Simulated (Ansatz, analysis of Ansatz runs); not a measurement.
# YScO3 (Pnma), nudged elastic band: V_O hop (3.0 Å) (q = +2), part 4 of 4

Wanted: path and barrier of a jump of O in YScO3 (Pnma) at charge +2. The case: V_O hop (3.0 Å), in a cell of 40 host atoms with 1 O taken out.

Ansatz 0.2.0; plane-wave PAW DFT, LDA; nudged elastic band between two relaxed defect structures at fixed charge in a uniform background.

So far, barrier forward (eV): step 4 (nudged elastic band, charge +2) 1.71.

### 5. Single point at the top of the path, LDA

A single point at the top of the band gives the levels near the gap and the populations there.

This step: plane-wave PAW DFT, LDA; single point of a defect supercell on a structure of the LDA path.

qp2.top.probe/input.yaml reads:

```yaml
crystal:
  lattice:
    - [0.0, 7.77564706, 5.34161926]
    - [5.64134763, 0.0, 5.34161926]
    - [5.64134763, 7.77564706, 0.0]
  atoms:
    - { symbol: "Y", position: [0.41427402, 0.58475148, 0.37174842] }
    - { symbol: "Y", position: [0.89898919, 0.08632627, 0.83253948] }
    - { symbol: "Y", position: [0.15126854, 0.37137845, 0.13113306] }
    - { symbol: "Y", position: [0.58442535, 0.89297085, 0.66594439] }
    - { symbol: "Y", position: [0.42118668, 0.08624173, 0.37117185] }
    - { symbol: "Y", position: [0.91652472, 0.61113142, 0.82476205] }
    - { symbol: "Y", position: [0.10028933, 0.91572048, 0.14798017] }
    - { symbol: "Y", position: [0.61607614, 0.44931823, 0.63017028] }
    - { symbol: Sc, position: [0.22952724, 0.25702906, 0.75917161] }
    - { symbol: Sc, position: [0.7703572, 0.75279651, 0.23382479] }
    - { symbol: Sc, position: [-0.00263114, -0.00324087, 0.4986162] }
    - { symbol: Sc, position: [0.49779546, 0.52203075, 0.00453843] }
    - { symbol: Sc, position: [0.24390048, 0.75553688, 0.76064501] }
    - { symbol: Sc, position: [0.75928796, 0.25646843, 0.24454405] }
    - { symbol: Sc, position: [0.01827032, 0.4938165, 0.48590143] }
    - { symbol: Sc, position: [0.4932897, -0.02725208, 0.02476639] }
    - { symbol: O, position: [0.97705249, 0.64450925, 0.27728279] }
    - { symbol: O, position: [0.41042297, 0.79080664, 0.01147341] }
    - { symbol: O, position: [0.90551409, 0.26832455, 0.54511035] }
    - { symbol: O, position: [0.2400837, 0.97401895, 0.8354222] }
    - { symbol: O, position: [0.70196127, 0.48534807, 0.34241702] }
    - { symbol: O, position: [0.29589536, 0.36988399, 0.26624904] }
    - { symbol: O, position: [0.76843423, 0.90662156, 0.78333816] }
    - { symbol: O, position: [0.47732349, 0.22065279, 0.49201648] }
    - { symbol: O, position: [0.95570361, 0.75475787, 0.95275135] }
    - { symbol: O, position: [0.15834141, 0.96301614, 0.59205882] }
    - { symbol: O, position: [0.65711818, 0.47553278, 0.09376231] }
    - { symbol: O, position: [0.34824919, 0.58009444, 0.90337679] }
    - { symbol: O, position: [0.83661964, 0.02167292, 0.41107345] }
    - { symbol: O, position: [0.20707589, 0.05756794, 0.21989788] }
    - { symbol: O, position: [0.72722448, 0.5781246, 0.71624809] }
    - { symbol: O, position: [0.04471718, 0.26732282, 0.03912491] }
    - { symbol: O, position: [0.53643092, 0.79258227, 0.52275471] }
    - { symbol: O, position: [0.10177666, 0.7015186, 0.48208686] }
    - { symbol: O, position: [0.47477024, 0.23502547, 0.88612187] }
    - { symbol: O, position: [0.27354494, 0.53063713, 0.67896258] }
    - { symbol: O, position: [0.7653227, 0.05619617, 0.14465885] }
    - { symbol: O, position: [0.03755138, 0.3332451, 0.71520282] }
    - { symbol: O, position: [0.53343123, 0.85372563, 0.22398733] }
total_charge: 2
basis:
  ecutwfc: 420
  xc_grid: 2
hamiltonian:
  xc: lda
kpoints:
  mp_grid: { grid: [1, 1, 1], shift: [0.25, 0.25, 0.25] }
scf:
  occupations: { method: fixed }
  max_iter: 60
output:
  forces: true
  eigenvalues: true
  eigenstates: { localisation: true }
  populations: true
  write_density: true
  write_potential: true
  volumetric_format: npy
  elf: true
checkpoint:
  write: "../qp2.top.probe.run"
  compress: false
  write_wavefunctions: false
  write_every: 100000
```

The run is started by

```sh
> ansatz run input.yaml --threads 4 --pin off --max-ram 7536MiB --backend cpu --events-out ev --progress --plain --runs-dir out
```

Numbers of over 12 decimals in the logs are rounded to 6 here.

Output:

```text
[...]
Crystal: 39 atoms, lattice volume = 468.622 Å³
Basis set: ecut = 420 eV, 9099 PW (Γ), exchange–correlation on 128×108×144 points (8 copies of the dense FFT grid, shifted against one another)
Bands: 195, of which v1, the nominal top of the filled ones, is band 156 counted from 1 (155 counted from 0)
Symmetry: 1 space group operations
[...]
k-points: 1
[...]
SCF iter   1: F=—  HF=-59553.856489 eV  |F-HF|=—  |Δ(HF+E_count)|=         —  Δρ=1.11e-2  dr2=7.32e-1  ethr=1.77e-3  ⟨swp⟩=4.0  Hψ=644  notcnv=0  defer=36
[...]
SCF iter   9: F=-59553.646532 eV  HF=-59553.646532 eV  |F-HF|=1.30e-8  |Δ(HF+E_count)|=   7.23e-7  Δρ=4.34e-6  dr2=8.86e-8  ethr=3.21e-11  ⟨swp⟩=16.0  Hψ=1569  notcnv=0
SCF 1 converged in 9 iterations: F = -59553.646532 eV  dr2 = 8.86e-8
[...]
SCF converged after 9 iterations
Free energy (F): -59553.646532 eV
[...]
[... 2 atoms left out ...]
  atom  19  O      0.01838816     0.01979285    -0.02190373
  [... 3 atoms left out ...]
  atom  23  O      0.01207654    -0.00199320    -0.00994015
  [... 4 atoms left out ...]
  atom  28  O     -0.00310123     0.01205145     0.00869829
  [... 1 atom left out ...]
  atom  30  O      0.01454335     0.00174129    -0.00426734
  [... 4 atoms left out ...]
  atom  35  O     -0.01172972     0.00851707    -0.00416595
  [... 4 atoms left out ...]
  max |Σ_I F_I| component: 8.94e-5 eV/Å
--- Band table (eV) ---
[...]
--- Löwdin populations: 39 sites ---
  site symbol       q [e]
     0      Y      9.8913
     1      Y      9.8777
     2      Y      9.8699
[...]
7      Y      9.9504
[...]
11     Sc      9.9028
[...]
15     Sc      9.9700
[...]
18      O      6.6538
  [... 3 atoms left out ...]
    22      O      6.6569
  [... 4 atoms left out ...]
    27      O      6.6021
  [... 1 atom left out ...]
    29      O      6.6044
  [... 4 atoms left out ...]
    34      O      6.6212
  [... 4 atoms left out ...]
  spilling = 0.003139 (of n_electrons = 312.000000)
[key lines of the parts left out:]
Fermi energy:    9.724334 eV
```

Run time: 8 s. Hardware: 4 threads of Arm Neoverse V2, shared host; peak memory 0.82 GiB; 29 s of CPU time.

Numbers from this step:

| Quantity | Value |
| --- | --- |
| free energy | -59553.6465 eV |

States next to the filling edge at the first k-point, on the run's own zero (eigenstates.tsv). The participation number counts the atoms that a state is spread over, of 39; bands count from 0.

| spin | band | energy (eV) | occupation | participation | largest share on | share |
| --- | --- | --- | --- | --- | --- | --- |
| both | 150 | 9.195 | 2.00 | 19.6 | O33 | 0.10 |
| both | 151 | 9.243 | 2.00 | 21.2 | O37 | 0.09 |
| both | 152 | 9.312 | 2.00 | 17.5 | O21 | 0.13 |
| both | 153 | 9.338 | 2.00 | 17.5 | O21 | 0.11 |
| both | 154 | 9.481 | 2.00 | 12.4 | O30 | 0.18 |
| both | 155 | 9.724 | 2.00 | 6.0 | O28 | 0.29 |
| both | 156 | 13.267 | 0.00 | 13.1 | Y2 | 0.17 |
| both | 157 | 13.941 | 0.00 | 18.7 | Y4 | 0.12 |
| both | 158 | 14.078 | 0.00 | 20.4 | Sc13 | 0.10 |
| both | 159 | 14.235 | 0.00 | 21.5 | Sc11 | 0.10 |
| both | 160 | 14.292 | 0.00 | 14.6 | Sc15 | 0.21 |

Under LDA at one point at (¼, ¼, ¼), the highest filled state is spread over 6 of 39 atoms, and the lowest empty one, 3.54 eV above it, is spread over 13 of 39 atoms.

Valence electrons by atom (Löwdin), nearest atoms first, with the excess over far atoms of the same element, which can also hold differences between inequivalent host sites (the log counts sites from 0):

| atom | distance from the centre (Å) | electrons | excess |
| --- | --- | --- | --- |
| O35 | 0.48 | 6.621 | -0.020 |
| Sc16 | 1.65 | 9.970 | 0.085 |
| Y8 | 2.24 | 9.950 | 0.045 |
| O23 | 2.42 | 6.657 | 0.016 |
| O30 | 2.70 | 6.604 | -0.036 |
| Y3 | 2.84 | 9.870 | -0.036 |
| O19 | 2.84 | 6.654 | 0.013 |
| O28 | 2.87 | 6.602 | -0.039 |

ELF in the bc plane at fractional x = 0.530, through the centre, with atoms of Y and Sc and O within 0.45 Å of it. It is the smooth field of the valence electrons, not physical close to the nuclei.

Values, 13 rows by 16 columns, each cell a mean:
```
0.65 0.32 0.44 0.64 0.48 0.15 0.17 0.58 0.55 0.69 0.27 0.47 0.70 0.43 0.30 0.58
0.12 0.23 0.75 0.77 0.77 0.54 0.10 0.08 0.18 0.22 0.09 0.16 0.40 0.39 0.18 0.08
0.05 0.16 0.57 0.76 0.77 0.49 0.18 0.15 0.11 0.11 0.08 0.06 0.23 0.48 0.44 0.24
0.44 0.05 0.12 0.28 0.26 0.23 0.63 0.77 0.53 0.12 0.06 0.06 0.38 0.84 0.81 0.82
0.61 0.11 0.08 0.08 0.03 0.11 0.53 0.81 0.81 0.34 0.17 0.45 0.40 0.45 0.70 0.82
0.14 0.26 0.56 0.57 0.30 0.06 0.06 0.18 0.24 0.12 0.35 0.78 0.67 0.68 0.43 0.23
0.09 0.50 0.80 0.77 0.74 0.34 0.08 0.15 0.16 0.09 0.16 0.61 0.69 0.70 0.76 0.30
0.19 0.22 0.54 0.77 0.80 0.59 0.13 0.11 0.19 0.15 0.06 0.10 0.29 0.45 0.37 0.16
0.66 0.67 0.35 0.24 0.37 0.26 0.08 0.20 0.57 0.56 0.23 0.20 0.50 0.46 0.23 0.21
0.32 0.62 0.58 0.16 0.04 0.08 0.21 0.23 0.32 0.55 0.38 0.28 0.77 0.64 0.70 0.42
0.32 0.10 0.11 0.05 0.04 0.09 0.30 0.58 0.54 0.25 0.10 0.12 0.58 0.69 0.70 0.75
0.22 0.07 0.03 0.03 0.05 0.05 0.11 0.28 0.36 0.30 0.12 0.06 0.09 0.22 0.40 0.39
0.64 0.25 0.09 0.15 0.07 0.04 0.45 0.69 0.55 0.41 0.12 0.33 0.30 0.22 0.69 0.53
```
Columns run along b (7.8 Å), rows up along c (9.6 Å). Atoms in or near the plane, at fractional coordinates: Y at (0.89, 0.67), Sc at (0.52, 0.00), Sc at (0.97, 0.02), O at (0.22, 0.49), O at (0.79, 0.52), O at (0.24, 0.89), O at (0.85, 0.22).

Valence density in the bc plane at fractional x = 0.530, through the centre, with atoms of Y and Sc and O within 0.45 Å of it. It is the smooth field of the valence electrons, not physical close to the nuclei.

Ten even steps from '_' (0.0 e/Å³) to '@' (6.6 e/Å³), each cell a mean:
```
##--______________..++@@@@--____________--##
::..__......________..==++::______________::
______::====..______________________________
______..==**--..____________________________
________..::::..____________________________
__________________..______________..::--::__
________________..::::..__________..--====::
..______________..::--::..__________::====--
..________________..::::..____________..::::
______________________________..::--..______
______________________________..++%%++..____
______::--::____________________==@@%%--____
______::**++::__________________..--==::____
______..--==::______________________________
__________....______________________________
......________________....__________________
..::::..______________......______..::..____
__......________________....____..==##**::__
__________________________________--%%@@==..
__________________________________..--++--..
______________________________________....__
______________________________________......
::________________..----..____________::++**
##::______________::##@@**..__________::##@@
```
Columns run along b (7.8 Å), rows up along c (9.6 Å). Atoms in or near the plane, at fractional coordinates: Y at (0.89, 0.67), Sc at (0.52, 0.00), Sc at (0.97, 0.02), O at (0.22, 0.49), O at (0.79, 0.52), O at (0.24, 0.89), O at (0.85, 0.22).

Electrostatic potential energy in the bc plane at fractional x = 0.530, through the centre, with atoms of Y and Sc and O within 0.45 Å of it. With pseudopotentials it is smooth inside the atoms' cores, unlike the true potential.

Ten even steps from '0' (-39 eV) to '9' (15 eV), each cell a mean:
```
0379999986100379999730
4578899998521478999875
7887347999876789999998
9998324899999999988899
9999856888899999876678
8999999865679999852136
6899999852247999851002
4899999852025899973000
5799999974225899987312
7899999998667898557766
9999999999988997203798
9996579999999999401599
9996237999999999854699
8898436999999999999999
6788888998877899999998
4457899998755689999987
5335899999753468976897
7545799999875568841268
8877899999988778950038
9988999999999999985248
9999999999999999998778
8999999987778999998666
4789999975335899997411
0489999974000589998400
```
Columns run along b (7.8 Å; values clipped at the 3rd and 97th percentile), rows up along c (9.6 Å). Atoms in or near the plane, at fractional coordinates: Y at (0.89, 0.67), Sc at (0.52, 0.00), Sc at (0.97, 0.02), O at (0.22, 0.49), O at (0.79, 0.52), O at (0.24, 0.89), O at (0.85, 0.22).

The distance between the highest filled and the lowest empty level goes from 3.36 eV at the start to 3.54 eV at the top.

### 6. Outcome

```
barrier forward                         : 1.71 eV
barrier backward                        : 1.54 eV
end less start                          : 0.16 eV
hop length                              : 2.78 Å
band iterations, as the log counts them : 24
```

What this shows: The top of the band lies 1.71 eV above the start and 1.54 eV above the end. With an assumed prefactor of 1e13 per second it gives one hop a second along this one path at about 660 K; whether such hops link up through the crystal wasn't checked. At the top O35 stands 1.92 Å from its nearest Sc, 0.12 Å closer than at the start. The order of the top as a saddle was not checked for all atoms, so a bent path could be lower. No image-charge correction is applied; it largely cancels along a path if the charge stays localised alike. What this leaves open: one k-point off the zone centre stands for the whole zone; periodic copies of the defect are only 7.8 Å apart.

[Logs are printed without paths, hosts, clocks, repeated set-up lines and the standing remarks that a program may print on its own settings, such as how far it seeks lower states.]

[Hosts, paths, dates, database ids (printed as entryN), source tags and the programs' standing remarks are cut or masked in the printed files.]
